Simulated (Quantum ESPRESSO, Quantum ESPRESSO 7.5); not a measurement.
# Nb(110), 5 layers against a metal electrode, stepped through the charge of the slab

Aim: how the results for Nb(110), 5 layers against a metal electrode change with the charge of the slab.

Program: Quantum ESPRESSO 7.5. Level of theory: plane-wave DFT, PBE, GBRV ultrasoft pseudopotentials. Results are calculated unless marked as measured.

## (1) The starting structure

It takes space group Im-3m (No. 229, cubic). Conventional cell: a = 3.300 Å, b = 3.300 Å, c = 3.300 Å, α = 90.00°, β = 90.00°, γ = 90.00°. Nearest to Nb lie 8 Nb at 2.86 Å.

Set-up: The slab is relaxed neutral, then held. ESM with bc3: vacuum below and a metal electrode about 6 Å above the top atoms. Cold smearing of 0.02 Ry. Charges are set per cell from the starting area. The slabs take the lattice constants of the bulk relaxed by the same program.

Members 2, 3, 4.5, 6, 7 and 8 took the same steps and show in the table alone.

## (2) Relaxing cell and ions of the reference

The bulk crystal is relaxed in cell and atoms; the members are built on its lattice constants.

Contents of ref.vc.in:

```
&control
  prefix = 'ref.vc'
  outdir = './out'
  pseudo_dir = './pseudo'
  nstep = 40
  forc_conv_thr = 0.0003
  calculation = 'vc-relax'
/
&system
  ibrav = 0
  nat = 1
  ntyp = 1
  ecutwfc = 50
  ecutrho = 250
  occupations = 'smearing'
  smearing = 'mv'
  degauss = 0.02
/
&electrons
  conv_thr = 1e-09
  mixing_beta = 0.4
  electron_maxstep = 120
/
&ions
/
&cell
  press_conv_thr = 0.3
/
ATOMIC_SPECIES
  Nb  92.9064  nb_pbe_v1.uspp.F.UPF
CELL_PARAMETERS angstrom
  -1.65000000000000 1.65000000000000 1.65000000000000
  1.65000000000000 -1.65000000000000 1.65000000000000
  1.65000000000000 1.65000000000000 -1.65000000000000
ATOMIC_POSITIONS crystal
  Nb  0.000000000000 0.000000000000 0.000000000000
K_POINTS automatic
  17 17 17 0 0 0
```

The run is started by

```sh
$ OMP_NUM_THREADS=1 mpirun -n 4 pw.x -nk 4 -in ref.vc.in > ref.vc.out
```

Log:

```text
Program PWSCF v.7.5 starts
[citation notice left out]

     Parallel version (MPI & OpenMP), running on       4 processor cores
     Number of MPI processes:                 4
     Threads/MPI process:                     1

     MPI processes distributed on     1 nodes
[...]
Current dimensions of program PWSCF are:
     Max number of different atomic species (ntypx) = 10
     Max number of k-points (npk) =  40000
     Max angular momentum in pseudopotentials (lmaxx) =  4
     Message from routine setup:
     using ibrav=0 with symmetry is DISCOURAGED, use correct ibrav instead

     K-points division:     npool     =       4
     Subspace diagonalization in iterative solution of the eigenvalue problem:
     a serial algorithm will be used

     G-vector sticks info
     --------------------
     sticks:   dense  smooth     PW     G-vecs:    dense   smooth      PW
     Sum         553     437    151                 8151     5775    1157

     Using Slab Decomposition

     bravais-lattice index     =            0
     lattice parameter (alat)  =       5.4006  a.u.
     unit-cell volume          =     121.2574 (a.u.)^3
     number of atoms/cell      =            1
     number of atomic types    =            1
     number of electrons       =        13.00
     number of Kohn-Sham states=           11
     kinetic-energy cutoff     =      50.0000  Ry
     charge density cutoff     =     250.0000  Ry
     scf convergence threshold =      1.0E-09
     mixing beta               =       0.4000
     number of iterations used =            8  plain     mixing
     energy convergence thresh.=      1.0E-04
     force convergence thresh. =      3.0E-04
     press convergence thresh. =      3.0E-01
     Exchange-correlation= SLA  PW   PBE  PBE
                           (   1   4   3   4   0   0   0)
     nstep                     =           40

     celldm(1)=   5.400618  celldm(2)=   0.000000  celldm(3)=   0.000000
     celldm(4)=   0.000000  celldm(5)=   0.000000  celldm(6)=   0.000000

     crystal axes: (cart. coord. in units of alat)
               a(1) = (  -0.577350   0.577350   0.577350 )
               a(2) = (   0.577350  -0.577350   0.577350 )
               a(3) = (   0.577350   0.577350  -0.577350 )

     reciprocal axes: (cart. coord. in units 2 pi/alat)
               b(1) = ( -0.000000  0.866025  0.866025 )
               b(2) = (  0.866025 -0.000000  0.866025 )
               b(3) = (  0.866025  0.866025  0.000000 )

     PseudoPot. # 1 for Nb read from file:
     ./pseudo/nb_pbe_v1.uspp.F.UPF
     Pseudo is Ultrasoft + core correction, Zval = 13.0
     Generated by new atomic code, or converted to UPF format
     Using radial grid of  887 points,  6 beta functions with:
                l(1) =   0
                l(2) =   0
                l(3) =   1
                l(4) =   1
                l(5) =   2
                l(6) =   2
     Q(r) pseudized with  6 coefficients,  rinner =    1.000   1.000   1.000
                                                       1.000   1.000

     atomic species   valence    mass     pseudopotential
     Nb               13.00    92.90640     Nb( 1.00)

     48 Sym. Ops., with inversion, found

   Cartesian axes

     site n.     atom                  positions (alat units)
         1        Nb     tau(   1) = (   0.0000000   0.0000000   0.0000000  )

     number of k points=   165  Marzari-Vanderbilt smearing, width (Ry)=  0.0200

     Number of k-points >= 100: set verbosity='high' to print them.

     Dense  grid:     8151 G-vectors     FFT dimensions: (  27,  27,  27)

     Smooth grid:     5775 G-vectors     FFT dimensions: (  25,  25,  25)

     Estimated max dynamical RAM per process >      18.98 MB

     Estimated total dynamical RAM >      69.95 MB

     Check: negative core charge=   -0.000003

     Initial potential from superposition of free atoms

     starting charge      12.9973, renormalised to      13.0000
     Starting wfcs are   13 randomized atomic wfcs

     total cpu time spent up to now is        0.6 secs

     per-process dynamical memory:    16.7 Mb

     Self-consistent Calculation

     iteration #  1     ecut=    50.00 Ry     beta= 0.40
     Davidson diagonalization with overlap
     ethr =  1.00E-02,  avg # of iterations =  3.4

     Threshold (ethr) on eigenvalues was too large:
     Diagonalizing with lowered threshold

     Davidson diagonalization with overlap
     ethr =  6.70E-04,  avg # of iterations =  1.2

     total cpu time spent up to now is        1.4 secs

     total energy              =    -117.92794500 Ry
     estimated scf accuracy    <       0.08905257 Ry

     iteration #  2     ecut=    50.00 Ry     beta= 0.40
[...]
total energy              =    -117.93084270 Ry
     estimated scf accuracy    <       0.01143012 Ry

     iteration #  3     ecut=    50.00 Ry     beta= 0.40
[...]
total energy              =    -117.93282368 Ry
     estimated scf accuracy    <       0.00064199 Ry

     iteration #  4     ecut=    50.00 Ry     beta= 0.40
[...]
total energy              =    -117.93287442 Ry
     estimated scf accuracy    <       0.00007333 Ry

     iteration #  5     ecut=    50.00 Ry     beta= 0.40
[...]
total energy              =    -117.93289261 Ry
     estimated scf accuracy    <       0.00001316 Ry

     iteration #  6     ecut=    50.00 Ry     beta= 0.40
[...]
total energy              =    -117.93289446 Ry
     estimated scf accuracy    <       0.00000002 Ry

     iteration #  7     ecut=    50.00 Ry     beta= 0.40
[...]
total energy              =    -117.93289448 Ry
     estimated scf accuracy    <       0.00000002 Ry

     iteration #  8     ecut=    50.00 Ry     beta= 0.40
[...]
total energy              =    -117.93289448 Ry
     estimated scf accuracy    <          2.5E-09 Ry

     iteration #  9     ecut=    50.00 Ry     beta= 0.40
[...]
End of self-consistent calculation

     Number of k-points >= 100: set verbosity='high' to print the bands.

     the Fermi energy is    18.0245 ev

!    total energy              =    -117.93289448 Ry
     estimated scf accuracy    <          7.0E-10 Ry
     smearing contrib. (-TS)   =       0.00013423 Ry
[...]
total cpu time spent up to now is        7.9 secs

     total energy              =    -117.93292231 Ry
     estimated scf accuracy    <       0.00000005 Ry

[...]
iteration #  4     ecut=    50.00 Ry     beta= 0.40
[...]
End of self-consistent calculation

     Number of k-points >= 100: set verbosity='high' to print the bands.

     the Fermi energy is    17.8941 ev

!    total energy              =    -117.93292232 Ry
     estimated scf accuracy    <          1.1E-12 Ry
     smearing contrib. (-TS)   =       0.00012056 Ry
     internal energy E=F+TS    =    -117.93304288 Ry

     The total energy is F=E-TS. E is the sum of the following terms:
     one-electron contribution =     -16.05031490 Ry
     hartree contribution      =      14.97716451 Ry
     xc contribution           =     -18.44133383 Ry
     ewald contribution        =     -98.41855867 Ry

     convergence has been achieved in   4 iterations

     Forces acting on atoms (cartesian axes, Ry/au):

     atom    1 type  1   force =     0.00000000    0.00000000    0.00000000

     Total force =     0.000000     Total SCF correction =     0.000000

     Computing stress (Cartesian axis) and pressure

          total   stress  (Ry/bohr**3)                   (kbar)     P=        0.05
   0.00000031  -0.00000000  -0.00000000            0.05       -0.00       -0.00
  -0.00000000   0.00000031  -0.00000000           -0.00        0.05       -0.00
  -0.00000000  -0.00000000   0.00000031           -0.00       -0.00        0.05

     Energy error            =      3.8E-07 Ry
     Gradient error          =      0.0E+00 Ry/Bohr
     Cell gradient error     =      4.5E-02 kbar

     bfgs converged in   3 scf cycles and   2 bfgs steps
     (criteria: energy <  1.0E-04 Ry, force <  3.0E-04 Ry/Bohr, cell <  3.0E-01 kbar)

     End of BFGS Geometry Optimization

     Final enthalpy           =    -117.9329223182 Ry

     File ./out/ref.vc.bfgs deleted, as requested
Begin final coordinates
     new unit-cell volume =    122.01939 a.u.^3 (    18.08141 Ang^3 )
     density =      8.53223 g/cm^3

CELL_PARAMETERS (angstrom)
  -1.653448822   1.653448822   1.653448822
   1.653448822  -1.653448822   1.653448822
   1.653448822   1.653448822  -1.653448822

ATOMIC_POSITIONS (crystal)
Nb               0.0000000000        0.0000000000        0.0000000000
End final coordinates

[...]
Final scf calculation at the relaxed structure.
     The G-vectors are recalculated for the final unit cell
     Results may differ from those at the preceding step.

     G-vector sticks info
     --------------------
     sticks:   dense  smooth     PW     G-vecs:    dense   smooth      PW
     Sum         553     437    151                 8151     5775    1157

     Using Slab Decomposition

     bravais-lattice index     =            0
     lattice parameter (alat)  =       5.4006  a.u.
     unit-cell volume          =     122.0194 (a.u.)^3
     number of atoms/cell      =            1
     number of atomic types    =            1
     number of electrons       =        13.00
     number of Kohn-Sham states=           11
     kinetic-energy cutoff     =      50.0000  Ry
     charge density cutoff     =     250.0000  Ry
     scf convergence threshold =      1.0E-11
     mixing beta               =       0.4000
     number of iterations used =            8  plain     mixing
     press convergence thresh. =      3.0E-01
     Exchange-correlation= SLA  PW   PBE  PBE
                           (   1   4   3   4   0   0   0)

     celldm(1)=   5.400618  celldm(2)=   0.000000  celldm(3)=   0.000000
     celldm(4)=   0.000000  celldm(5)=   0.000000  celldm(6)=   0.000000

     crystal axes: (cart. coord. in units of alat)
               a(1) = (  -0.578557   0.578557   0.578557 )
               a(2) = (   0.578557  -0.578557   0.578557 )
               a(3) = (   0.578557   0.578557  -0.578557 )

     reciprocal axes: (cart. coord. in units 2 pi/alat)
               b(1) = ( -0.000000  0.864219  0.864219 )
               b(2) = (  0.864219 -0.000000  0.864219 )
               b(3) = (  0.864219  0.864219  0.000000 )

     PseudoPot. # 1 for Nb read from file:
     ./pseudo/nb_pbe_v1.uspp.F.UPF
     Pseudo is Ultrasoft + core correction, Zval = 13.0
     Generated by new atomic code, or converted to UPF format
     Using radial grid of  887 points,  6 beta functions with:
                l(1) =   0
                l(2) =   0
                l(3) =   1
                l(4) =   1
                l(5) =   2
                l(6) =   2
     Q(r) pseudized with  6 coefficients,  rinner =    1.000   1.000   1.000
                                                       1.000   1.000

     atomic species   valence    mass     pseudopotential
     Nb               13.00    92.90640     Nb( 1.00)

     48 Sym. Ops., with inversion, found

   Cartesian axes

     site n.     atom                  positions (alat units)
         1        Nb     tau(   1) = (   0.0000000   0.0000000   0.0000000  )

     number of k points=   165  Marzari-Vanderbilt smearing, width (Ry)=  0.0200

     Number of k-points >= 100: set verbosity='high' to print them.

     Dense  grid:     8151 G-vectors     FFT dimensions: (  27,  27,  27)

     Smooth grid:     5775 G-vectors     FFT dimensions: (  25,  25,  25)

     Estimated max dynamical RAM per process >      19.08 MB

     Estimated total dynamical RAM >      70.35 MB

     Check: negative core charge=   -0.000003

     Initial potential from superposition of free atoms

     starting charge      12.9973, renormalised to      13.0000
     Starting wfcs are   13 randomized atomic wfcs

     total cpu time spent up to now is        9.5 secs

     per-process dynamical memory:    25.4 Mb

     Self-consistent Calculation

     iteration #  1     ecut=    50.00 Ry     beta= 0.40
     Davidson diagonalization with overlap
     c_bands:  1 eigenvalues not converged
     c_bands:  1 eigenvalues not converged
     ethr =  1.00E-06,  avg # of iterations = 13.3

     total cpu time spent up to now is       10.7 secs

     total energy              =    -117.92745892 Ry
     estimated scf accuracy    <       0.09159524 Ry

[...]
iteration # 11     ecut=    50.00 Ry     beta= 0.40
[...]
End of self-consistent calculation

     Number of k-points >= 100: set verbosity='high' to print the bands.

     the Fermi energy is    17.8941 ev

!    total energy              =    -117.93293196 Ry
     estimated scf accuracy    <          2.2E-13 Ry
     smearing contrib. (-TS)   =       0.00012058 Ry
     internal energy E=F+TS    =    -117.93305253 Ry

     The total energy is F=E-TS. E is the sum of the following terms:
     one-electron contribution =     -16.05032167 Ry
     hartree contribution      =      14.97716911 Ry
     xc contribution           =     -18.44134130 Ry
     ewald contribution        =     -98.41855867 Ry

     convergence has been achieved in  11 iterations

     Forces acting on atoms (cartesian axes, Ry/au):

     atom    1 type  1   force =     0.00000000    0.00000000    0.00000000

     Total force =     0.000000     Total SCF correction =     0.000000

     Computing stress (Cartesian axis) and pressure

          total   stress  (Ry/bohr**3)                   (kbar)     P=        0.12
   0.00000083   0.00000000   0.00000000            0.12        0.00        0.00
   0.00000000   0.00000083   0.00000000            0.00        0.12        0.00
   0.00000000   0.00000000   0.00000083            0.00        0.00        0.12

[...]
=------------------------------------------------------------------------------=
   JOB DONE.
=------------------------------------------------------------------------------=
```

Run time: 16 s. Hardware: 4 MPI ranks of Arm Neoverse V1, shared host; peak memory 0.23 GiB.

Relaxation path:

```csv
step,energy less that of the first step (eV),largest force (eV/Å),volume (Å³)
1,0.0000,0.0000,17.97
2,-0.0004,0.0000,18.07
3,-0.0004,0.0000,18.08
4,-0.0005,0.0000,18.08
```

```csv
"conventional cell, symmetrised",before,after,change
a (Å),3.300,3.307,+0.2 %
b (Å),3.300,3.307,+0.2 %
c (Å),3.300,3.307,+0.2 %
volume (Å³/atom),17.97,18.08,+0.6 %
```

Final coordinates:

```cif
data_structure
_symmetry_space_group_name_H-M 'P 1'
_symmetry_Int_Tables_number 1
_cell_length_a 2.8639
_cell_length_b 2.8639
_cell_length_c 2.8639
_cell_angle_alpha 109.471
_cell_angle_beta 109.471
_cell_angle_gamma 109.471
_cell_volume 18.08
loop_
_atom_site_label
_atom_site_type_symbol
_atom_site_fract_x
_atom_site_fract_y
_atom_site_fract_z
_atom_site_occupancy
Nb1 Nb 0.00000 0.00000 0.00000 1
```

 The last row is no step: it is a fresh SCF in the final cell with a new plane-wave basis, -0 meV from the row before.

Read from the output:

* free energy: -1604.5593 eV
* Fermi energy: 17.89 eV

(Part 1 of 4 ends here.)

[Logs are printed without paths, hosts, clocks, repeated set-up lines and the standing remarks that a program may print on its own settings, such as how far it seeks lower states.]

[Hosts, paths, dates, database ids (printed as entryN), source tags and the programs' standing remarks are cut or masked in the printed files.]

[Maps of the electrostatic potential energy from Ansatz leave out the sawtooth potential of an applied field or a dipole correction, so their vacuum need not be flat; planar profiles and work functions include it.]
